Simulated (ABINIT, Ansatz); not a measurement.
# ZrSe3 (P2_1/m): G0W0 on several meshes in ABINIT

How does the mesh move the gap of ZrSe3 (P2_1/m)?

Method: LDA and many-body steps on it, plane waves, in ABINIT 10.8.3.

**1. Set-up**

The structure is monoclinic, space group P2_1/m (No. 11). The conventional cell has a = 5.411 Å, b = 3.749 Å, c = 9.444 Å, α = 90.00°, β = 97.48°, γ = 90.00°. Nearest to Zr lie 8 Se at 2.72 to 2.87 Å. Se has 4 Zr at 2.72 to 2.87 Å nearest. Nearest to Se lie 1 Se at 2.34 Å and 2 Zr at 2.73 Å. Nearest to Se lie 1 Se at 2.34 Å and 2 Zr at 2.74 Å. Farther neighbours and most contacts between anions are not listed.

As a file:

```cif
data_structure
_symmetry_space_group_name_H-M 'P2_1/m'
_symmetry_Int_Tables_number 11
_cell_length_a 5.4109
_cell_length_b 3.7488
_cell_length_c 9.4440
_cell_angle_alpha 90.000
_cell_angle_beta 97.480
_cell_angle_gamma 90.000
_cell_volume 189.94
loop_
_atom_site_label
_atom_site_type_symbol
_atom_site_symmetry_multiplicity
_atom_site_Wyckoff_symbol
_atom_site_fract_x
_atom_site_fract_y
_atom_site_fract_z
_atom_site_occupancy
Zr1 Zr 2 e 0.28500 0.25000 0.65600 1
Se1 Se 2 e 0.76200 0.25000 0.55400 1
Se2 Se 2 e 0.45600 0.25000 0.17400 1
Se3 Se 2 e 0.88800 0.25000 0.16900 1
```

The cell and positions come from the Crystallography Open Database and are kept as given unless a step says otherwise.

**2. Empty states on the mesh, 2×4×1 mesh, 430 bands**

This step: ABINIT 10.8.3; DFT, LDA, plane waves, norm-conserving pseudopotentials.

The sums over transitions need many empty states on a uniform mesh; this step solves for them.

Input file run.abi:

```
acell 3*1.0 Angstrom
rprim 
  5.410900000000 -0.000000000000 -0.000000000000
  -0.000000000000 3.748800000000 0.000000000000
  -1.229420909100 0.000000000000 9.363634990100
ntypat 2
znucl 40 34
natom 8
typat 1 1 2 2 2 2 2 2
xred 
  0.285000000000 0.250000000000 0.656000000000
  0.715000000000 0.750000000000 0.344000000000
  0.762000000000 0.250000000000 0.554000000000
  0.238000000000 0.750000000000 0.446000000000
  0.456000000000 0.250000000000 0.174000000000
  0.544000000000 0.750000000000 0.826000000000
  0.888000000000 0.250000000000 0.169000000000
  0.112000000000 0.750000000000 0.831000000000
pp_dirpath "pseudos"
pseudos "Zr.upf, Se.upf"
ecut 48
ngkpt 2 4 1
nshiftk 1
shiftk 0 0 0
kptopt 1
chksymbreak 0
iscf -2
irdden 1
istwfk *1
nband 430
nbdbuf 38
tolwfr 1e-09
nstep 60
prtvol 0
indata_prefix "in"
outdata_prefix "out"
tmpdata_prefix "tmp"
```

On the command line:

```
$ OMP_NUM_THREADS=2 mpirun -n 6 abinit run.abi > log
```

Numbers of over 12 decimals in the logs are rounded to 6 here.

The program printed:

```text
.Version 10.8.3 of ABINIT. v10.8.2 released Aug 2026.

 Symmetries : space group P2_1/m (# 11); Bravais mP (primitive monocl.)
[... echo of the input left out ...]
== DATASET  1 ==================================================================
-   mpi_nproc: 6, omp_nthreads: 2 (-1 if OMP is not activated)

--- !DatasetInfo
iteration_state: {dtset: 1, }
dimensions: {natom: 8, nkpt: 6, mband: 430, nsppol: 1, nspinor: 1, nspden: 1, mpw: 20400, }
cutoff_energies: {ecut:  48.0, pawecutdg:  -1.0, }
[...]
2.99491    2.99770    2.99933    3.00871    3.00896    3.01270    3.01762    3.03212
   3.03286    3.03852    3.05066    3.05267    3.05480    3.05864    3.06404    3.07966
   3.08505    3.08897    3.09293    3.10133    3.10798    3.11354
 prteigrs : prtvol=0 or 1, do not print more k-points.

== END DATASET(S) ==============================================================
================================================================================

 -outvars: echo values of variables after computation  --------
            nband         430
             nkpt           6
          spgroup          11
 [... the other variables as echoed above ...]

 Calculation completed.
```

It took 6 min on 6 MPI ranks of Arm Neoverse V2, shared host; peak memory 1.7 GiB; 57 min of CPU time.

Numbers from this step:

```
gap                                                           : 0.2917 eV
k of the valence top                                          : 0, 0, 0
k of the conduction bottom                                    : 0.5, 0, 0
least direct gap                                              : 0.5951 eV
k points computed                                             : 6
lowest point of the top converged band, above the valence top : 70.3493 eV
```

On this mesh the gap is 0.292 eV.

The density comes from a self-consistent run that is not shown.

**3. Screening, 2×4×1 mesh, 209 bands, screening to 114.3 eV**

The RPA dielectric matrix is built and inverted for each q.

This step: RPA screening on LDA, plane waves, norm-conserving pseudopotentials.

Edit run.abi of step 2 so:

```diff
@@ -26,10 +26,11 @@
 chksymbreak 0
-iscf -2
-irdden 1
 istwfk *1
-nband 430
-nbdbuf 38
-tolwfr 1e-09
-nstep 60
-prtvol 0
+occopt 1
+irdwfk 1
+optdriver 3
+nband 209
+ecuteps 4.2
+inclvkb 2
+awtr 1
+symchi 1
 indata_prefix "in"
```

On the command line:

```
$ OMP_NUM_THREADS=1 mpirun -n 16 abinit run.abi > log
```

The program printed:

```text
.Version 10.8.3 of ABINIT. v10.8.2 released Aug 2026.

 Symmetries : space group P2_1/m (# 11); Bravais mP (primitive monocl.)
[... echo of the input left out ...]
== DATASET  1 ==================================================================
-   mpi_nproc: 16, omp_nthreads: 1 (-1 if OMP is not activated)

--- !DatasetInfo
iteration_state: {dtset: 1, }
dimensions: {natom: 8, nkpt: 6, mband: 209, nsppol: 1, nspinor: 1, nspden: 1, mpw: 20400, }
cutoff_energies: {ecut:  48.0, pawecutdg:  -1.0, }
electrons: {nelect:   1.68000000E+02, charge:   0.00000000E+00, occopt:   1.00000000E+00, tsmear:   1.00000000E-02, }

 SCREENING: Calculation of the susceptibility and dielectric matrices

 Based on a program developped by R.W. Godby, V. Olevano, G. Onida, and L. Reining.
 Incorporated in ABINIT by V. Olevano, G.-M. Rignanese, and M. Torrent.
.Using double precision arithmetic ; gwpc =  8

[... cell and pseudopotentials left out ...]
--------------------------------------------------------------------------------

 ==== K-mesh for the wavefunctions ====
 Number of points in the irreducible wedge :     6
[... list of points left out ...]
 Together with  4 symmetry operations and time-reversal symmetry
 yields     8 points in the full Brillouin Zone.

 ==== Q-mesh for the screening function ====
 Number of points in the irreducible wedge :     6
[... list of points left out ...]
 Together with  4 symmetry operations and time-reversal symmetry
 yields     8 points in the full Brillouin Zone.

 setmesh: FFT mesh size selected  =    45x   30x   72
          total number of points  =        97200

 vcoul_init : cutoff-mode = AUXILIARY_FUNCTION
 q-points for optical limit:   1
     1)      0.000010    0.000020    0.000030

- screening: taking advantage of time-reversal symmetry
- Maximum band index for partially occupied states nbvw = 84
- Remaining bands to be divided among processors   nbcw = 125
- Number of bands treated by each node ~7

 Number of electrons calculated from density =  168.0000; Expected =  168.0000
 average of density, n =  0.131071
 r_s =    1.2212
 omega_plasma =   34.9228 [eV]

 calculating chi0 at frequencies [eV] :
  1    0.000000E+00    0.000000E+00
  2    0.000000E+00    3.492278E+01

--------------------------------------------------------------------------------
  q-point number  1        q = ( 0.000000, 0.000000, 0.000000) [r.l.u.]
--------------------------------------------------------------------------------
[... chi0 elements left out ...]
 For q-point:  0.000010 0.000020 0.000030
  dielectric constant =  17.0457
  dielectric constant without local fields =  19.7442

  Average fulfillment of the sum rule on Im[epsilon] for q-point    1 :     30.17  [%]
[... wings left out ...]
  q-point number  2        q = ( 0.500000, 0.000000, 0.000000) [r.l.u.]
--------------------------------------------------------------------------------
[... chi0 elements left out ...]
  Average fulfillment of the sum rule on Im[epsilon] for q-point    2 :     31.79  [%]

 [... 4 further q-points ...]
```

Run time: 2.3 min. Hardware: 16 MPI ranks; peak memory 20 GiB; 37 min of CPU time.

Numbers from this step:

* ε∞ with local fields, on this mesh, along the program's q direction: 17.05
* the same without local fields: 19.74
* plasma frequency: 34.92 eV
* plane waves in the screening matrix: 521

Local fields lower ε∞ by 14 %. On a Γ-centred mesh this coarse the value itself is usually too large, while a short band sum pulls it down.

**4. 2×4×1**

The self-energy is evaluated for the states that the input lists, and the levels follow from it, in one-shot runs by the linearised quasiparticle equation.

This step: G0W0 on LDA, plane waves, norm-conserving pseudopotentials.

Edit run.abi of step 3 so:

```diff
@@ -29,8 +29,17 @@
 irdwfk 1
-optdriver 3
+optdriver 4
 nband 209
+gwcalctyp 0
+ecutsigx 48
+symsigma 1
+nkptgw 2
+kptgw 
+  0.0000000000 0.0000000000 0.0000000000
+  0.5000000000 0.0000000000 0.0000000000
+bdgw 
+  83 86
+  83 86
 ecuteps 4.2
-inclvkb 2
-awtr 1
-symchi 1
+irdscr 1
+ppmodel 1
 indata_prefix "in"
```

The program printed:

```text
.Version 10.8.3 of ABINIT. v10.8.2 released Aug 2026.

 Symmetries : space group P2_1/m (# 11); Bravais mP (primitive monocl.)
[... echo of the input left out ...]
== DATASET  1 ==================================================================
-   mpi_nproc: 16, omp_nthreads: 1 (-1 if OMP is not activated)

--- !DatasetInfo
iteration_state: {dtset: 1, }
dimensions: {natom: 8, nkpt: 6, mband: 209, nsppol: 1, nspinor: 1, nspden: 1, mpw: 20400, }
cutoff_energies: {ecut:  48.0, pawecutdg:  -1.0, }
electrons: {nelect:   1.68000000E+02, charge:   0.00000000E+00, occopt:   1.00000000E+00, tsmear:   1.00000000E-02, }

 SIGMA: Calculation of the GW corrections

 Based on a program developped by R.W. Godby, V. Olevano, G. Onida, and L. Reining.
 Incorporated in ABINIT by V. Olevano, G.-M. Rignanese, and M. Torrent.
.Using double precision arithmetic ; gwpc =  8

[... cell and pseudopotentials left out ...]
--------------------------------------------------------------------------------

 ==== K-mesh for the wavefunctions ====
 Number of points in the irreducible wedge :     6
[... list of points left out ...]
 Together with  4 symmetry operations and time-reversal symmetry
 yields     8 points in the full Brillouin Zone.

 ==== Q-mesh for screening function ====
 Number of points in the irreducible wedge :     6
[... list of points left out ...]
 Together with  4 symmetry operations and time-reversal symmetry
 yields     8 points in the full Brillouin Zone.

 vcoul_init : cutoff-mode = AUXILIARY_FUNCTION
 q-points for optical limit:   1
     1)      0.000010    0.000020    0.000030
 setmesh: FFT mesh size selected  =    72x   48x  120
          total number of points  =       414720

 Number of electrons calculated from density =  168.0000; Expected =  168.0000
 average of density, n =  0.131071
 r_s =    1.2212
 omega_plasma =   34.9228 [eV]

 === KS Band Gaps ===
  >>>> For spin  1
   Minimum direct gap =   0.5953 [eV], located at k-point      :   0.5000  0.0000  0.0000
   Fundamental gap    =   0.2918 [eV], Top of valence bands at :   0.0000  0.0000  0.0000
                                       Bottom of conduction at :   0.5000  0.0000  0.0000
 SIGMA fundamental parameters:
 PLASMON POLE MODEL  1
 number of plane-waves for SigmaX                20343
 number of plane-waves for SigmaC and W            521
 number of plane-waves for wavefunctions         20343
 number of bands                                   209
 number of independent spin polarizations            1
 number of spinorial components                      1
 number of k-points in IBZ                           6
 number of q-points in IBZ                           6
 number of symmetry operations                       4
 number of k-points in BZ                            8
 number of q-points in BZ                            8
 number of frequencies for dSigma/dE                 9
 frequency step for dSigma/dE [eV]                0.25
 number of omega for Sigma on real axis              0
 max omega for Sigma on real axis  [eV]           0.00
 zcut for avoiding poles [eV]                     0.10

 EPSILON^-1 parameters (SCR file):
 dimension of the eps^-1 matrix on file            521
 dimension of the eps^-1 matrix used               521
 number of plane-waves for wavefunctions         20343
 number of bands                                   209
 number of q-points in IBZ                           6
 number of frequencies                               2
 number of real frequencies                          1
 number of imag frequencies                          1

 matrix elements of self-energy operator (all in [eV])

 Perturbative Calculation

--- !SelfEnergy_ee
iteration_state: {dtset: 1, }
kpoint     : [   0.000,    0.000,    0.000, ]
spin       : 1
KS_gap     :    0.626
QP_gap     :    1.028
Delta_QP_KS:    0.401
data: !SigmaeeData |
     Band     E0 <VxcDFT>   SigX SigC(E0)      Z dSigC/dE  Sig(E)    E-E0       E
       83   6.127 -15.080 -16.276   1.862   0.794  -0.259 -14.551   0.530   6.656
       84   6.253 -15.341 -16.921   2.243   0.795  -0.258 -14.814   0.526   6.779
       85   6.879 -13.260  -8.379  -3.716   0.797  -0.254 -12.332   0.928   7.807
       86   7.247 -13.681  -8.102  -4.263   0.793  -0.261 -12.637   1.044   8.290

--- !SelfEnergy_ee
iteration_state: {dtset: 1, }
kpoint     : [   0.500,    0.000,    0.000, ]
spin       : 1
KS_gap     :    0.595
QP_gap     :    1.172
Delta_QP_KS:    0.577
data: !SigmaeeData |
     Band     E0 <VxcDFT>   SigX SigC(E0)      Z dSigC/dE  Sig(E)    E-E0       E
       83   5.878 -15.025 -16.693   2.218   0.794  -0.260 -14.588   0.436   6.314
       84   5.949 -15.079 -16.666   2.148   0.794  -0.260 -14.633   0.446   6.395
       85   6.545 -14.133 -10.081  -2.762   0.793  -0.262 -13.111   1.022   7.567
       86   6.885 -14.406 -10.124  -2.896   0.792  -0.262 -13.308   1.098   7.983

== END DATASET(S) ==============================================================
================================================================================

 -outvars: echo values of variables after computation  --------
           etotal      0.0000000000E+00
            nband         209
             nkpt           6
          spgroup          11
 [... the other variables as echoed above ...]

 Calculation completed.
```

Elapsed: 16 s, on 16 MPI ranks; peak memory 7 GiB; 4.1 min of CPU time.

Numbers from this step:

| Item | Value |
| --- | --- |
| G0W0 gap on the points computed | 0.7880 eV |
| starting gap on the mesh | 0.2917 eV |
| k of the valence top | 0, 0, 0 |
| k of the conduction bottom | 0.5, 0, 0 |
| Z at the valence top | 0.795 |
| Z at the conduction bottom | 0.793 |
| least direct G0W0 gap on the computed points | 1.028 eV |

The gap on the mesh goes from 0.29 eV to 0.79 eV, a correction of +0.50 eV.

**5. Empty states on the mesh, 1×2×1 mesh, 229 bands**

This step: DFT, LDA, plane waves, norm-conserving pseudopotentials.

Edit run.abi of step 4 so:

```diff
@@ -21,3 +21,3 @@
 ecut 48
-ngkpt 2 4 1
+ngkpt 1 2 1
 nshiftk 1
@@ -26,20 +26,10 @@
 chksymbreak 0
+iscf -2
+irdden 1
 istwfk *1
-occopt 1
-irdwfk 1
-optdriver 4
-nband 209
-gwcalctyp 0
-ecutsigx 48
-symsigma 1
-nkptgw 2
-kptgw 
-  0.0000000000 0.0000000000 0.0000000000
-  0.5000000000 0.0000000000 0.0000000000
-bdgw 
-  83 86
-  83 86
-ecuteps 4.2
-irdscr 1
-ppmodel 1
+nband 229
+nbdbuf 20
+tolwfr 1e-09
+nstep 60
+prtvol 0
 indata_prefix "in"
```

On the command line:

```
$ OMP_NUM_THREADS=8 mpirun -n 2 abinit run.abi > log
```

The program printed:

```text
.Version 10.8.3 of ABINIT. v10.8.2 released Aug 2026.

 Symmetries : space group P2_1/m (# 11); Bravais mP (primitive monocl.)
[... echo of the input left out ...]
== DATASET  1 ==================================================================
-   mpi_nproc: 2, omp_nthreads: 8 (-1 if OMP is not activated)

--- !DatasetInfo
iteration_state: {dtset: 1, }
dimensions: {natom: 8, nkpt: 2, mband: 229, nsppol: 1, nspinor: 1, nspden: 1, mpw: 20386, }
cutoff_energies: {ecut:  48.0, pawecutdg:  -1.0, }
[...]
1.57517    1.58100    1.61424    1.61495    1.61524    1.63731    1.64050    1.65593
   1.66033    1.67500    1.67785    1.69065    1.70163    1.71183    1.71881    1.71899
   1.72059    1.73653    1.73857    1.74811    1.75223
 prteigrs : prtvol=0 or 1, do not print more k-points.

== END DATASET(S) ==============================================================
================================================================================

 -outvars: echo values of variables after computation  --------
            nband         229
             nkpt           2
          spgroup          11
 [... the other variables as echoed above ...]

 Calculation completed.
```

It took 86 s on 2 MPI ranks; peak memory 0.36 GiB.

This step gave:

```yaml
gap: 0.6261 eV
k_of_the_valence_top: 0, 0, 0
k_of_the_conduction_bottom: 0, 0, 0
least_direct_gap: 0.6261 eV
k_points_computed: 2
lowest_point_of_the_top_converged_band_above_the_valence_top: 36.09 eV
```

On this mesh the gap is 0.626 eV.

**6. Screening, 1×2×1 mesh, 209 bands, screening to 114.3 eV**

This step: RPA screening on LDA, plane waves, norm-conserving pseudopotentials.

Edit run.abi of step 5 so:

```diff
@@ -26,10 +26,11 @@
 chksymbreak 0
-iscf -2
-irdden 1
 istwfk *1
-nband 229
-nbdbuf 20
-tolwfr 1e-09
-nstep 60
-prtvol 0
+occopt 1
+irdwfk 1
+optdriver 3
+nband 209
+ecuteps 4.2
+inclvkb 2
+awtr 1
+symchi 1
 indata_prefix "in"
```

On the command line:

```
$ OMP_NUM_THREADS=1 mpirun -n 16 abinit run.abi > log
```

The program printed:

```text
.Version 10.8.3 of ABINIT. v10.8.2 released Aug 2026.

 Symmetries : space group P2_1/m (# 11); Bravais mP (primitive monocl.)
[... echo of the input left out ...]
== DATASET  1 ==================================================================
-   mpi_nproc: 16, omp_nthreads: 1 (-1 if OMP is not activated)

--- !DatasetInfo
iteration_state: {dtset: 1, }
dimensions: {natom: 8, nkpt: 2, mband: 209, nsppol: 1, nspinor: 1, nspden: 1, mpw: 20386, }
cutoff_energies: {ecut:  48.0, pawecutdg:  -1.0, }
electrons: {nelect:   1.68000000E+02, charge:   0.00000000E+00, occopt:   1.00000000E+00, tsmear:   1.00000000E-02, }

 SCREENING: Calculation of the susceptibility and dielectric matrices

 Based on a program developped by R.W. Godby, V. Olevano, G. Onida, and L. Reining.
 Incorporated in ABINIT by V. Olevano, G.-M. Rignanese, and M. Torrent.
.Using double precision arithmetic ; gwpc =  8

[... cell and pseudopotentials left out ...]
--------------------------------------------------------------------------------

 ==== K-mesh for the wavefunctions ====
 Number of points in the irreducible wedge :     2
[... list of points left out ...]
 Together with  4 symmetry operations and time-reversal symmetry
 yields     2 points in the full Brillouin Zone.

 ==== Q-mesh for the screening function ====
 Number of points in the irreducible wedge :     2
[... list of points left out ...]
 Together with  4 symmetry operations and time-reversal symmetry
 yields     2 points in the full Brillouin Zone.

 setmesh: FFT mesh size selected  =    45x   30x   72
          total number of points  =        97200

 vcoul_init : cutoff-mode = AUXILIARY_FUNCTION
 q-points for optical limit:   1
     1)      0.000010    0.000020    0.000030

- screening: taking advantage of time-reversal symmetry
- Maximum band index for partially occupied states nbvw = 84
- Remaining bands to be divided among processors   nbcw = 125
- Number of bands treated by each node ~7

 Number of electrons calculated from density =  168.0000; Expected =  168.0000
 average of density, n =  0.131071
 r_s =    1.2212
 omega_plasma =   34.9228 [eV]

 calculating chi0 at frequencies [eV] :
  1    0.000000E+00    0.000000E+00
  2    0.000000E+00    3.492278E+01

--------------------------------------------------------------------------------
  q-point number  1        q = ( 0.000000, 0.000000, 0.000000) [r.l.u.]
--------------------------------------------------------------------------------
[... chi0 elements left out ...]
 For q-point:  0.000010 0.000020 0.000030
  dielectric constant =  29.6947
  dielectric constant without local fields =  34.3236

  Average fulfillment of the sum rule on Im[epsilon] for q-point    1 :     30.13  [%]
[... wings left out ...]
  q-point number  2        q = ( 0.000000, 0.500000, 0.000000) [r.l.u.]
--------------------------------------------------------------------------------
[... chi0 elements left out ...]
  Average fulfillment of the sum rule on Im[epsilon] for q-point    2 :     30.07  [%]

== END DATASET(S) ==============================================================
================================================================================

 -outvars: echo values of variables after computation  --------
           etotal      0.0000000000E+00
            nband         209
             nkpt           2
          spgroup          11
 [... the other variables as echoed above ...]

 Calculation completed.
```

It took 35 s on 16 MPI ranks; peak memory 9.4 GiB.

This step gave:

```yaml
eps_infinity_with_local_fields_on_this_mesh_along_the_program_s_q_direction: 29.69
the_same_without_local_fields: 34.32
plasma_frequency: 34.92 eV
plane_waves_in_the_screening_matrix: 521
```

(Part 1 of 2 ends here.)

[Paths, hosts, dates, memory and timing lines, banners, echoed tables and standing remarks are left out of the program output.]

[Logs are printed without paths, hosts, clocks, repeated set-up lines and the standing remarks that a program may print on its own settings, such as how far it seeks lower states.]

[Runs of the session that timed out or met a known fault of the program may be left out.]

[Hosts, paths, dates, database ids (printed as entryN), source tags and the programs' standing remarks are cut or masked in the printed files.]

[G0W0 gaps are taken among the corrected bands and points alone; a level outside them can change the order at an edge.]

[Where Ansatz stands beside ABINIT at settings called matched, ABINIT's density can come from a denser mesh and the files from another edition; pairs whose starting gaps differed by over 0.03 eV were left out, so agreement reads better than it is.]
